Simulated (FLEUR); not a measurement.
# Magnetic state of GdIn from several starts

Aim: find out whether GdIn carries moments, and which collinear order costs least.

Calculated with FLEUR MaX-R8.1; LDA (VWN) with U = 4.02 eV, J = 0.7 eV on Gd f; all-electron FLAPW, Dirac cores, scalar-relativistic bands.

Report form: the programs' logs are mostly left out.

**1. Set-up**

It takes space group P4/mmm (No. 123, tetragonal). Conventional cell: a = 3.830 Å, b = 3.830 Å, c = 3.640 Å, α = 90.00°, β = 90.00°, γ = 90.00°. Gd has 8 In at 3.26 Å and 2 Gd at 3.64 Å nearest. In has 8 Gd at 3.26 Å and 2 In at 3.64 Å nearest. Farther neighbours are not listed.

As a file:

```
Gd In
1.0
     3.83000    0.00000    0.00000
     0.00000    3.83000    0.00000
     0.00000    0.00000    3.64000
Gd In
1 1
Direct
  0.00000 0.00000 0.00000
  0.50000 0.50000 0.50000
```

**2. Run 1 (ferro +)**

The parallel start is the test of whether parallel moments hold. The U counters the self-interaction that shrinks the moments of a localised shell.

The file n_mmp_mat seeds the f occupations with whole cubic orbitals by Hund's first rule, so that the U acts from the first pass. inpgen writes inp.xml from crystal.txt; cutoffs, mixing, functional, smearing and local orbitals are then set in the file. The k list default-1 (kpts.xml, not shown) is a Γ-centred 8×8×8 mesh; where the ranks do not divide the number of points, some are split in two of half the weight.

Input file inp.xml:

```
<?xml version="1.0" encoding="UTF-8" standalone="no"?>
<fleurInput fleurInputVersion="0.39">
   <comment>
      GdIn
   </comment>
   <calculationSetup>
      <cutoffs Kmax="3.6" Gmax="10.8" GmaxXC="10.8" numbands="0"/>
      <scfLoop itmax="130" minDistance="0.0001" maxIterBroyd="15" imix="Anderson" alpha="0.05" precondParam="0.0" spinf="2.0" sdNocoIR="T"/>
      <coreElectrons ctail="T" frcor="F" kcrel="0" coretail_lmax="0"/>
      <xcFunctional name="vwn" relativisticCorrections="F"/>
      <magnetism jspins="2"/>
      <soc l_soc="F" theta="0.0" phi="0.0" spav="F"/>
      <expertModes spex="0" secvar="F"/>
      <geometryOptimization l_f="F" forcealpha="1.0" forcemix="BFGS" epsdisp="0.00001" epsforce="0.00001"/>
      <ldaU l_linMix="F" mixParam="0.05" spinf="1.0"/>
   </calculationSetup>
   <cell>
      <bzIntegration valenceElectrons="31.0" mode="hist" fermiSmearingEnergy="0.00183747">
         <kPointListSelection listName="default-1"/>
         <xi:include xmlns:xi="http://www.w3.org/2001/XInclude" href="kpts.xml"> </xi:include>
      </bzIntegration>
      <xi:include xmlns:xi="http://www.w3.org/2001/XInclude" href="sym.xml"> </xi:include>
      <bulkLattice scale="1.0">
         <bravaisMatrix>
            <row-1>    7.2376510572179997     0.0000000000000000     0.0000000000000000</row-1>
            <row-2>    0.0000000000000000     7.2376510572179997     0.0000000000000000</row-2>
            <row-3>    0.0000000000000000     0.0000000000000000     6.8786030935440001</row-3>
         </bravaisMatrix>
      </bulkLattice>
   </cell>
   <atomSpecies>
      <species name="Gadolinium7.000" element="Gd" atomicNumber="64">
         <mtSphere radius="2.8" gridPoints="925" logIncrement="0.014"/>
         <atomicCutoffs lmax="10" lnonsphr="8"/>
         <electronConfig flipSpins="F">
            <coreConfig>(1s1/2) (2s1/2) (2p1/2) (2p3/2) (3s1/2) (3p1/2) (3p3/2) (4s1/2) (3d3/2) (3d5/2) (4p1/2) (4p3/2) (4d3/2) (4d5/2)</coreConfig>
            <valenceConfig>(5s1/2) (5p1/2) (5p3/2) (6s1/2) (4f5/2) (4f7/2) (5d3/2) (5d5/2)</valenceConfig>
            <stateOccupation state="(4f5/2)" spinUp="2.5" spinDown="0.5"/>
            <stateOccupation state="(4f7/2)" spinUp="4.0" spinDown="0.0"/>
            <stateOccupation state="(5d3/2)" spinUp="0.4" spinDown="0.0"/>
            <stateOccupation state="(5d5/2)" spinUp="0.6" spinDown="0.0"/>
         </electronConfig>
         <energyParameters s="6" p="6" d="5" f="4"/>
         <ldaU l="3" U="4.02" J="0.7" l_amf="F"/>
         <lo type="SCLO" l="0" n="5" eDeriv="0"/>
         <lo type="SCLO" l="1" n="5" eDeriv="0"/>
      </species>
      <species name="Indium (In)" element="In" atomicNumber="49">
         <mtSphere radius="2.8" gridPoints="925" logIncrement="0.014"/>
         <atomicCutoffs lmax="10" lnonsphr="8"/>
         <electronConfig flipSpins="F">
            <coreConfig>(1s1/2) (2s1/2) (2p1/2) (2p3/2) (3s1/2) (3p1/2) (3p3/2) (4s1/2) (3d3/2) (3d5/2) (4p1/2) (4p3/2)</coreConfig>
            <valenceConfig>(5s1/2) (4d3/2) (4d5/2) (5p1/2) (5p3/2)</valenceConfig>
            <stateOccupation state="(5p1/2)" spinUp="0.166667" spinDown="0.166667"/>
            <stateOccupation state="(5p3/2)" spinUp="0.333333" spinDown="0.333333"/>
         </electronConfig>
         <energyParameters s="5" p="5" d="5" f="4"/>
         <lo type="SCLO" l="2" n="4" eDeriv="0"/>
      </species>
   </atomSpecies>
   <atomGroups>
      <atomGroup species="Gadolinium7.000">
         <relPos label="                   1">.0000000000 .0000000000 .0000000000</relPos>
         <force calculate="T" relaxXYZ="TTT"/>
      </atomGroup>
      <atomGroup species="Indium (In)">
         <relPos label="                   2">1.000/2.000 1.000/2.000 1.000/2.000</relPos>
         <force calculate="T" relaxXYZ="TTT"/>
      </atomGroup>
   </atomGroups>
   <output dos="F" band="F" slice="F">
      <bandDOS minEnergy="-.5*Htr" maxEnergy="0.5*Htr" sigma="0.015" storeEVData="T"/>
      <plotting iplot="0" polar="F">
         <plot TwoD="T" vec1="  1.0  0.0  0.0" vec2="  0.0  1.0  0.0" vec3="  0.0  0.0  1.0" zero="  0.0  0.0  0.0" file="plot"/>
      </plotting>
      <moessbauerParams electricFieldGradient="F" isomerShift="F" coreHyperfine="F" valenceHyperfine="F"/>
   </output>
</fleurInput>
```

Input file crystal.txt:

```
GdIn
&input film=F cartesian=F /
3.83000000000  0.00000000000  0.00000000000
0.00000000000  3.83000000000  0.00000000000
0.00000000000  0.00000000000  3.64000000000
1.8897261246
1.0 1.0 1.0

2
64 0.00000000000  0.00000000000  0.00000000000 : 7.000
49 0.50000000000  0.50000000000  0.50000000000

&kpt div1=8 div2=8 div3=8 gamma=T /
```

Command:

```
> OMP_NUM_THREADS=1 inpgen -f crystal.txt > inpgen.log  # inp.xml is then edited as shown
> OMP_NUM_THREADS=1 mpirun -n 4 fleur_MPI > fleur.log
```

Run time: 26 s. Hardware: 4 MPI ranks of Arm Neoverse V2, shared host; peak memory 0.25 GiB; 1.7 min of CPU time.

Read from the output:

| Quantity | Value |
| --- | --- |
| free energy | -466708.4563 eV |
| program's band gap on this mesh (in a metal only a level spacing) | 0.01464 eV |
| magnetization | 7.255 μB |
| final state | ferromagnetic |
| largest moment | 7.155 μB |

After 18 cycles the largest moment stands at 7.16 μB.

**3. Run 2 (antiferro q=(1/2,1/2,0) +-)**

Reversing part of the moments tests the sign of the couplings between them.

This order needs a doubled cell of 4 atoms. The mesh is halved along the doubled vector, so that both cells sample the same points. The k list default-1 (kpts.xml, not shown) is a Γ-centred 4×8×8 mesh.

inp.xml, as its differences from that of step 2:

```diff
@@ -17,3 +17,3 @@
    <cell>
-      <bzIntegration valenceElectrons="31.0" mode="hist" fermiSmearingEnergy="0.00183747">
+      <bzIntegration valenceElectrons="62.0" mode="hist" fermiSmearingEnergy="0.00183747">
          <kPointListSelection listName="default-1"/>
@@ -24,4 +24,4 @@
          <bravaisMatrix>
-            <row-1>    7.2376510572179997     0.0000000000000000     0.0000000000000000</row-1>
-            <row-2>    0.0000000000000000     7.2376510572179997     0.0000000000000000</row-2>
+            <row-1>   14.4753021144359995     0.0000000000000000     0.0000000000000000</row-1>
+            <row-2>    7.2376510572179997     7.2376510572179997     0.0000000000000000</row-2>
             <row-3>    0.0000000000000000     0.0000000000000000     6.8786030935440001</row-3>
@@ -41,2 +41,18 @@
             <stateOccupation state="(5d5/2)" spinUp="0.6" spinDown="0.0"/>
+         </electronConfig>
+         <energyParameters s="6" p="6" d="5" f="4"/>
+         <ldaU l="3" U="4.02" J="0.7" l_amf="F"/>
+         <lo type="SCLO" l="0" n="5" eDeriv="0"/>
+         <lo type="SCLO" l="1" n="5" eDeriv="0"/>
+      </species>
+      <species name="Gadolinium-7.000" element="Gd" atomicNumber="64">
+         <mtSphere radius="2.8" gridPoints="925" logIncrement="0.014"/>
+         <atomicCutoffs lmax="10" lnonsphr="8"/>
+         <electronConfig flipSpins="F">
+            <coreConfig>(1s1/2) (2s1/2) (2p1/2) (2p3/2) (3s1/2) (3p1/2) (3p3/2) (4s1/2) (3d3/2) (3d5/2) (4p1/2) (4p3/2) (4d3/2) (4d5/2)</coreConfig>
+            <valenceConfig>(5s1/2) (5p1/2) (5p3/2) (6s1/2) (4f5/2) (4f7/2) (5d3/2) (5d5/2)</valenceConfig>
+            <stateOccupation state="(4f5/2)" spinUp="0.5" spinDown="2.5"/>
+            <stateOccupation state="(4f7/2)" spinUp="0.0" spinDown="4.0"/>
+            <stateOccupation state="(5d3/2)" spinUp="0.0" spinDown="0.4"/>
+            <stateOccupation state="(5d5/2)" spinUp="0.0" spinDown="0.6"/>
          </electronConfig>
@@ -65,4 +81,9 @@
       </atomGroup>
+      <atomGroup species="Gadolinium-7.000">
+         <relPos label="                   2">1.000/2.000 .0000000000 .0000000000</relPos>
+         <force calculate="T" relaxXYZ="TTT"/>
+      </atomGroup>
       <atomGroup species="Indium (In)">
-         <relPos label="                   2">1.000/2.000 1.000/2.000 1.000/2.000</relPos>
+         <relPos label="                   3">.0000000000 1.000/2.000 1.000/2.000</relPos>
+         <relPos label="                   4">1.000/2.000 1.000/2.000 1.000/2.000</relPos>
          <force calculate="T" relaxXYZ="TTT"/>
```

Input file crystal.txt:

```
GdIn
&input film=F cartesian=F /
7.66000000000  0.00000000000  0.00000000000
3.83000000000  3.83000000000  0.00000000000
0.00000000000  0.00000000000  3.64000000000
1.8897261246
1.0 1.0 1.0

4
64 0.00000000000  0.00000000000  0.00000000000 : 7.000
64 0.50000000000  0.00000000000  0.00000000000 : -7.000
49 0.00000000000  0.50000000000  0.50000000000
49 0.50000000000  0.50000000000  0.50000000000

&kpt div1=4 div2=8 div3=8 gamma=T /
```

It took 1.9 min on 4 MPI ranks; peak memory 0.42 GiB.

Spin moment in the muffin-tin sphere by atom:

| atom | spin moment in the muffin-tin sphere (μB) |
| --- | --- |
| Gd1 | 7.21 |
| Gd2 | -7.21 |
| In3 | 0.00 |
| In4 | 0.00 |

Numbers from this step:

- free energy: -933416.9294 eV
- program's band gap on this mesh (in a metal only a level spacing): 3.88e-4 eV
- magnetization: 0 μB
- final state: antiferromagnetic

It lies 8.40 meV a seeded atom under the first start, and its largest moment is 7.21 μB against 7.16 μB.

**4. Run 3 (antiferro q=(1/2,1/2,1/2) +-)**

An opposed order shows whether neighbours prefer unlike signs.

The cell is doubled to 4 atoms to hold this order. The mesh is halved along the doubled vector, so that both cells sample the same points.

inp.xml, as its differences from that of step 3:

```diff
@@ -26,3 +26,3 @@
             <row-2>    7.2376510572179997     7.2376510572179997     0.0000000000000000</row-2>
-            <row-3>    0.0000000000000000     0.0000000000000000     6.8786030935440001</row-3>
+            <row-3>    7.2376510572179997     0.0000000000000000     6.8786030935440001</row-3>
          </bravaisMatrix>
@@ -86,4 +86,4 @@
       <atomGroup species="Indium (In)">
-         <relPos label="                   3">.0000000000 1.000/2.000 1.000/2.000</relPos>
-         <relPos label="                   4">1.000/2.000 1.000/2.000 1.000/2.000</relPos>
+         <relPos label="                   3">-1.000/4.000 1.000/2.000 1.000/2.000</relPos>
+         <relPos label="                   4">1.000/4.000 1.000/2.000 1.000/2.000</relPos>
          <force calculate="T" relaxXYZ="TTT"/>
```

Input file crystal.txt:

```
GdIn
&input film=F cartesian=F /
7.66000000000  0.00000000000  0.00000000000
3.83000000000  3.83000000000  0.00000000000
3.83000000000  0.00000000000  3.64000000000
1.8897261246
1.0 1.0 1.0

4
64 0.00000000000  0.00000000000  0.00000000000 : 7.000
64 0.50000000000  0.00000000000  0.00000000000 : -7.000
49 0.75000000000  0.50000000000  0.50000000000
49 0.25000000000  0.50000000000  0.50000000000

&kpt div1=4 div2=8 div3=8 gamma=T /
```

Elapsed: 91 s, on 4 MPI ranks; peak memory 0.4 GiB; 6 min of CPU time.

Spin moment in the muffin-tin sphere by atom:

| atom | spin moment in the muffin-tin sphere (μB) |
| --- | --- |
| Gd1 | 7.13 |
| Gd2 | -7.13 |
| In3 | 0.00 |
| In4 | 0.00 |

Read from the output:

* free energy: -933416.8954 eV
* program's band gap on this mesh (in a metal only a level spacing): 0 eV
* magnetization: 0 μB
* final state: antiferromagnetic

It lies 8.59 meV a seeded atom over the first start, and its largest moment is 7.13 μB against 7.16 μB.

**5. Energies of the orders**

Free energies are divided by the number of seeded atoms, so that cells of unlike size compare. Wavevectors q in the names are fractions of the primitive cell's reciprocal vectors.

Orders:

| start | final state | typed order kept | energy over the lowest (meV a seeded atom) | largest sphere moment (μB) | net moment (μB a primitive cell) | mesh matched | CPU time (s) |
| --- | --- | --- | --- | --- | --- | --- | --- |
| ferro + | ferromagnetic | yes | 8.399 | 7.155 | 7.255 | yes | 103.7 |
| antiferro q=(1/2,1/2,0) +- | antiferromagnetic | yes | 0 | 7.207 | 0 | yes | 443.9 |
| antiferro q=(1/2,1/2,1/2) +- | antiferromagnetic | yes | 16.98 | 7.131 | 0 | yes | 361.9 |

**6. Results**

```
lowest state found       : antiferromagnetic (typed antiferro q=(1/2,1/2,0) +-)
largest site spin moment : 7.21 μB
next finished state      : ferromagnetic, 8.40 meV a seeded atom higher
```

What this shows: The lowest state found is antiferromagnetic, reached from the start antiferro q=(1/2,1/2,0) +-, with moments up to 7.21 μB. The next finished state costs 8.4 meV a seeded atom. Only 3 starts were tried; other patterns of signs, canted and longer-period orders were not. The f shell is half filled, so the spin-only picture is fair.

[Logs and program files are shortened in this print: banners, set-up blocks, solver, clock and traceback lines can be left out without a mark of their own.]

[Logs are printed without paths, hosts, clocks, repeated set-up lines and the standing remarks that a program may print on its own settings, such as how far it seeks lower states.]

[Hosts, paths, dates, database ids (printed as entryN), source tags and the programs' standing remarks are cut or masked in the printed files.]

[Where a cell is said to come from a database of computed structures, the database is the Materials Project.]
